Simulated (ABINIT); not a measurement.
# A GW chain in ABINIT: Bi2SO2 (Pnnm)

How does a plane-wave GW calculation on Bi2SO2 (Pnnm) run from the first input to the gap?

Method: PBEsol and many-body steps on it, plane waves, in ABINIT 10.8.3.

## 1. Set-up

Symmetry: Pnnm, No. 58, orthorhombic system. Conventional cell: a = 3.877 Å, b = 11.964 Å, c = 3.843 Å, α = 90.00°, β = 90.00°, γ = 90.00°. Bi has 4 O at 2.24 to 2.38 Å and 2 S at 3.05 Å nearest. Nearest to S lie 4 Bi at 3.05 Å. O has 4 Bi at 2.24 to 2.38 Å nearest. Farther neighbours and most contacts between anions are not listed.

As a file:

```cif
data_structure
_symmetry_space_group_name_H-M 'Pnnm'
_symmetry_Int_Tables_number 58
_cell_length_a 3.8773
_cell_length_b 11.9637
_cell_length_c 3.8426
_cell_angle_alpha 90.000
_cell_angle_beta 90.000
_cell_angle_gamma 90.000
_cell_volume 178.25
loop_
_atom_site_label
_atom_site_type_symbol
_atom_site_symmetry_multiplicity
_atom_site_Wyckoff_symbol
_atom_site_fract_x
_atom_site_fract_y
_atom_site_fract_z
_atom_site_occupancy
Bi1 Bi 4 g 0.41934 0.85612 0.50000 1
S1 S 2 a 0.00000 0.00000 0.00000 1
O1 O 4 g 0.44100 0.74911 0.00000 1
```

The cell and positions are those that the Materials Project relaxed with its own functionals (PBE, PBE+U or r2SCAN), kept fixed. Spin-orbit coupling is left out unless a step names it.

## 2. Ground state

This step: ABINIT 10.8.3; DFT, PBEsol, plane waves, norm-conserving pseudopotentials.

The ground-state density comes first.

run.abi reads:

```
acell 3*1.0 Angstrom
rprim 
  3.877295950000 0.000000000000 0.000000000000
  0.000000000000 11.963688440000 0.000000000000
  0.000000000000 0.000000000000 3.842602890000
ntypat 3
znucl 83 16 8
natom 10
typat 1 1 1 1 2 2 3 3 3 3
xred 
  0.419337400000 0.856120830000 0.500000000000
  0.580662600000 0.143879170000 0.500000000000
  0.919337400000 0.643879170000 0.000000000000
  0.080662600000 0.356120830000 0.000000000000
  0.000000000000 0.000000000000 0.000000000000
  0.500000000000 0.500000000000 0.500000000000
  0.440997250000 0.749108530000 0.000000000000
  0.559002750000 0.250891470000 0.000000000000
  0.940997250000 0.750891470000 0.500000000000
  0.059002750000 0.249108530000 0.500000000000
pp_dirpath "pseudos"
pseudos "Bi.upf, S.upf, O.upf"
ecut 42
ngkpt 4 2 4
nshiftk 1
shiftk 0 0 0
kptopt 1
chksymbreak 0
nband 73
occopt 1
tolvrs 1e-08
nstep 60
prtwf 0
optforces 0
optstress 0
indata_prefix "in"
outdata_prefix "out"
tmpdata_prefix "tmp"
```

On the command line:

```console
$ OMP_NUM_THREADS=1 mpirun -n 4 abinit run.abi > log
```

Numbers of over 12 decimals in the logs are rounded to 6 here.

The program printed:

```text
.Version 10.8.3 of ABINIT. v10.8.2 released Aug 2026.

 Symmetries : space group Pn n m (# 58); Bravais oP (primitive ortho.)
================================================================================
 Values of the parameters that define the memory need of the present run
     intxc =       0    ionmov =       0      iscf =       7    lmnmax =       6
     lnmax =       6     mgfft =     135  mpssoang =       3    mqgrid =    6596
     natom =      10  nloc_mem =       1    nspden =       1   nspinor =       1
    nsppol =       1      nsym =       8    n1xccc =    2501    ntypat =       3
    occopt =       1   xclevel =       2
-    mband =          73        mffmem =           1         mkmem =           5
       mpw =       15662          nfft =      273375          nkpt =          18
================================================================================
  Rough estimation (10% accuracy) of disk space for files :
================================================================================

--------------------------------------------------------------------------------
------------- Echo of variables that govern the present computation ------------
--------------------------------------------------------------------------------
 -outvars: echo values of preprocessed input variables --------
            acell      1.8897261259E+00  1.8897261259E+00  1.8897261259E+00 Bohr

      chksymbreak           0
             ecut      4.20000000E+01 Hartree
-          fftalg         312

              ixc     -116133
              kpt      0.00000000E+00  0.00000000E+00  0.00000000E+00
                       2.50000000E-01  0.00000000E+00  0.00000000E+00
                       5.00000000E-01  0.00000000E+00  0.00000000E+00
                       0.00000000E+00  5.00000000E-01  0.00000000E+00
                       2.50000000E-01  5.00000000E-01  0.00000000E+00
                       5.00000000E-01  5.00000000E-01  0.00000000E+00
                       0.00000000E+00  0.00000000E+00  2.50000000E-01
                       2.50000000E-01  0.00000000E+00  2.50000000E-01
                       5.00000000E-01  0.00000000E+00  2.50000000E-01
   [... 7 further rows ...]
                       2.50000000E-01  5.00000000E-01  5.00000000E-01
                       5.00000000E-01  5.00000000E-01  5.00000000E-01
         kptrlatt        4    0    0      0    2    0      0    0    4
          kptrlen      2.90458683E+01
P           mkmem           5
            natom          10
            nband          73
            ngfft          45     135      45
             nkpt          18
            nstep          60
             nsym           8
           ntypat           3
              occ      2.000000  2.000000  2.000000  2.000000  2.000000  2.000000
                       2.000000  2.000000  2.000000  2.000000  2.000000  2.000000
                       2.000000  2.000000  2.000000  2.000000  2.000000  2.000000
                       2.000000  2.000000  2.000000  2.000000  2.000000  2.000000
                       2.000000  2.000000  2.000000  2.000000  2.000000  2.000000
                       2.000000  2.000000  2.000000  2.000000  2.000000  2.000000
                       2.000000  2.000000  2.000000  2.000000  2.000000  2.000000
                       2.000000  2.000000  2.000000  2.000000  2.000000  2.000000
                       2.000000  2.000000  2.000000  2.000000  2.000000  2.000000
                       2.000000  2.000000  2.000000  2.000000  2.000000  2.000000
                       2.000000  2.000000  2.000000  2.000000  0.000000  0.000000
                       0.000000  0.000000  0.000000  0.000000  0.000000  0.000000
                       0.000000
        optforces           0
        optstress           0
            prtwf           0
            rprim      3.8772959500E+00  0.0000000000E+00  0.0000000000E+00
[...]
spgroup          58

           tolvrs      1.00000000E-08

             xred      4.1933740000E-01  8.5612083000E-01  5.0000000000E-01
[...]
znucl       83.00000   16.00000    8.00000

================================================================================

 chkinp: Checking input parameters for consistency.

================================================================================
== DATASET  1 ==================================================================
-   mpi_nproc: 4, omp_nthreads: 1 (-1 if OMP is not activated)

--- !DatasetInfo
iteration_state: {dtset: 1, }
dimensions: {natom: 10, nkpt: 18, mband: 73, nsppol: 1, nspinor: 1, nspden: 1, mpw: 15662, }
cutoff_energies: {ecut:  42.0, pawecutdg:  -1.0, }
electrons: {nelect:   1.28000000E+02, charge:   0.00000000E+00, occopt:   1.00000000E+00, tsmear:   1.00000000E-02, }

 Real(R)+Recip(G) space primitive vectors, cartesian coordinates (Bohr,Bohr^-1):
 R(1)=  7.3270275  0.0000000  0.0000000  G(1)=  0.1364810  0.0000000  0.0000000
 R(2)=  0.0000000 22.6080946  0.0000000  G(2)=  0.0000000  0.0442319  0.0000000
 R(3)=  0.0000000  0.0000000  7.2614671  G(3)=  0.0000000  0.0000000  0.1377132
 Unit cell volume ucvol=  1.2028630E+03 bohr^3
 Angles (23,13,12)=  9.00000000E+01  9.00000000E+01  9.00000000E+01 degrees

 getcut: wavevector=  0.0000  0.0000  0.0000  ngfft=  45 135  45
[...]
2   -1.335834
 pspatm: atomic psp has been read  and splines computed

   1.99603114E+04                                ecore*ucvol(ha*bohr**3)
--------------------------------------------------------------------------------

_setup2: Arith. and geom. avg. npw (full set) are   15637.719   15637.705

================================================================================

--- !BeginCycle
iteration_state: {dtset: 1, }
solver: {iscf: 7, nstep: 60, nline: 4, wfoptalg: 0, }
tolerances: {tolvrs: 1.00E-08, }

     iter   Etot(hartree)      deltaE(h)  residm     vres2
 ETOT  1  -1014.4512770655    -1.014E+03 2.637E-01 1.632E+03
 ETOT  2  -1016.0079252606    -1.557E+00 2.330E-02 9.685E+02
 ETOT  3  -1016.1635152389    -1.556E-01 8.127E-03 1.127E+03
 ETOT  4  -1016.2441019910    -8.059E-02 4.484E-03 2.898E+02
 ETOT  5  -1016.2693459861    -2.524E-02 2.906E-03 1.651E+00
 ETOT  6  -1016.2694574106    -1.114E-04 2.753E-03 1.075E+00
 ETOT  7  -1016.2695306344    -7.322E-05 1.709E-03 6.563E-03
 ETOT  8  -1016.2695318472    -1.213E-06 1.385E-03 1.688E-04
 ETOT  9  -1016.2695318581    -1.092E-08 6.729E-04 5.882E-06
 ETOT 10  -1016.2695318586    -4.993E-10 5.340E-04 1.523E-07
 ETOT 11  -1016.2695318586    -1.364E-12 3.336E-04 5.095E-09

 At SCF step   11       vres2   =  5.09E-09 < tolvrs=  1.00E-08 =>converged.

--- !ResultsGS
iteration_state: {dtset: 1, }
comment   : Summary of ground state results
lattice_vectors:
- [  7.3270275,   0.0000000,   0.0000000, ]
- [  0.0000000,  22.6080946,   0.0000000, ]
- [  0.0000000,   0.0000000,   7.2614671, ]
lattice_lengths: [   7.32703,   22.60809,    7.26147, ]
lattice_angles: [ 90.000,  90.000,  90.000, ] # degrees, (23, 13, 12)
lattice_volume:   1.2028630E+03
convergence: {deltae: -1.364E-12, res2:  5.095E-09, residm:  3.336E-04, diffor:  0.000E+00, }
etotal    :  -1.01626953E+03
entropy   :   0.00000000E+00
fermie    :   2.91597248E-01
cartesian_stress_tensor: null
pressure_GPa: null
xred      :
- [  4.1934E-01,   8.5612E-01,   5.0000E-01, Bi]
- [  5.8066E-01,   1.4388E-01,   5.0000E-01, Bi]
- [  9.1934E-01,   6.4388E-01,   0.0000E+00, Bi]
- [  8.0663E-02,   3.5612E-01,   0.0000E+00, Bi]
- [  0.0000E+00,   0.0000E+00,   0.0000E+00,  S]
- [  5.0000E-01,   5.0000E-01,   5.0000E-01,  S]
- [  4.4100E-01,   7.4911E-01,   0.0000E+00,  O]
- [  5.5900E-01,   2.5089E-01,   0.0000E+00,  O]
- [  9.4100E-01,   7.5089E-01,   5.0000E-01,  O]
- [  5.9003E-02,   2.4911E-01,   5.0000E-01,  O]
cartesian_forces: null
force_length_stats: {min: null, max: null, mean: null, }

 Integrated electronic density in atomic spheres:
 ------------------------------------------------
 Atom  Sphere_radius  Integrated_density
[...]
================================================================================

 ----iterations are completed or convergence reached----

 Mean square residual over all n,k,spin=   11.764E-07; max=  33.363E-05
 reduced coordinates (array xred) for   10 atoms
[...]
0.500000000000      0.500000000000      0.500000000000
       0.440997250000      0.749108530000      0.000000000000
       0.559002750000      0.250891470000      0.000000000000
       0.940997250000      0.750891470000      0.500000000000
       0.059002750000      0.249108530000      0.500000000000
 rms dE/dt=  0.0000E+00; max dE/dt=  0.0000E+00; dE/dt below (all hartree)
    1       0.000000000000      0.000000000000      0.000000000000
    2       0.000000000000      0.000000000000      0.000000000000
    3       0.000000000000      0.000000000000      0.000000000000
    4       0.000000000000      0.000000000000      0.000000000000
    5       0.000000000000      0.000000000000      0.000000000000
    6       0.000000000000      0.000000000000      0.000000000000
    7       0.000000000000      0.000000000000      0.000000000000
    8       0.000000000000      0.000000000000      0.000000000000
    9       0.000000000000      0.000000000000      0.000000000000
   10       0.000000000000      0.000000000000      0.000000000000

 cartesian coordinates (angstrom) at end:
[...]
6      1.938648     5.981844     1.921301
    7      1.709877     8.962101     0.000000
    8      2.167419     3.001587     0.000000
    9      3.648525     8.983432     1.921301
   10      0.228771     2.980257     1.921301
 length scales=  1.889726125908  1.889726125908  1.889726125908 bohr
              =  1.000000000000  1.000000000000  1.000000000000 angstroms
 prteigrs : about to open file out_EIG
 Fermi (or HOMO) energy (hartree) =   0.29160   Average Vxc (hartree)=  -0.41350
 Eigenvalues (hartree) for nkpt=  18  k points:
 kpt#   1, nband= 73, wtk=  0.03125, kpt=  0.0000  0.0000  0.0000 (reduced coord)
  -5.33533   -5.33533   -5.33533   -5.33533   -3.05825   -3.05825   -3.05824   -3.05824
  -3.05793   -3.05793   -3.05792   -3.05792   -3.05784   -3.05783   -3.05783   -3.05783
  -0.54305   -0.54304   -0.53587   -0.53512   -0.53509   -0.53502   -0.53495   -0.53452
  -0.53446   -0.53435   -0.53339   -0.53285   -0.53239   -0.53232   -0.53224   -0.53207
  -0.53184   -0.53160   -0.53128   -0.53124   -0.41832   -0.41752   -0.31945   -0.31945
  -0.16889   -0.14110   -0.10047   -0.04177   -0.00415    0.02587    0.09548    0.09592
   0.09667    0.09955    0.19179    0.19221    0.20599    0.20916    0.20931    0.21122
   0.21278    0.22991    0.25658    0.25749    0.25780    0.27002    0.27649    0.27903
   0.32026    0.34510    0.41250    0.41577    0.42740    0.46068    0.47043    0.47077
   0.47374
 prteigrs : prtvol=0 or 1, do not print more k-points.

--- !EnergyTerms
iteration_state     : {dtset: 1, }
comment             : Components of total free energy in Hartree
kinetic             :  3.12057431994054E+02
hartree             :  3.02109153704483E+02
xc                  : -1.64562551916372E+02
Ewald energy        : -5.56400464609673E+02
psp_core            :  1.65940028156589E+01
local_psp           : -9.71190226111168E+02
non_local_psp       :  4.51231222643852E+01
total_energy        : -1.01626953185863E+03
total_energy_eV     : -2.76541027614275E+04
band_energy         : -1.34447369699897E+02

== END DATASET(S) ==============================================================
================================================================================

 -outvars: echo values of variables after computation  --------
           etotal     -1.0162695319E+03
            nband          73
             nkpt          18
          spgroup          58
 [... the other variables as echoed above ...]

 Calculation completed.
```

Wall time 6.1 min (4 MPI ranks of Arm Neoverse V1, shared host); peak memory 0.8 GiB.

This step gave:

| Property | Result |
| --- | --- |
| total energy | -27654.1028 eV |
| gap | 0.7799 eV |
| k of the valence top | 0.5, 0.5, 0 |
| k of the conduction bottom | 0, 0, 0 |
| least direct gap | 1.122 eV |

The gap is indirect, with the least direct gap 0.34 eV higher.

[end of part 1 of 3]

[Paths, hosts, dates, memory and timing lines, banners, echoed tables and standing remarks are left out of the program output.]

[Logs are printed without paths, hosts, clocks, repeated set-up lines and the standing remarks that a program may print on its own settings, such as how far it seeks lower states.]

[Runs of the session that timed out or met a known fault of the program may be left out.]

[Hosts, paths, dates, database ids (printed as entryN), source tags and the programs' standing remarks are cut or masked in the printed files.]

[G0W0 gaps are taken among the corrected bands and points alone; a level outside them can change the order at an edge.]

[Where Ansatz stands beside ABINIT at settings called matched, ABINIT's density can come from a denser mesh and the files from another edition; pairs whose starting gaps differed by over 0.03 eV were left out, so agreement reads better than it is.]
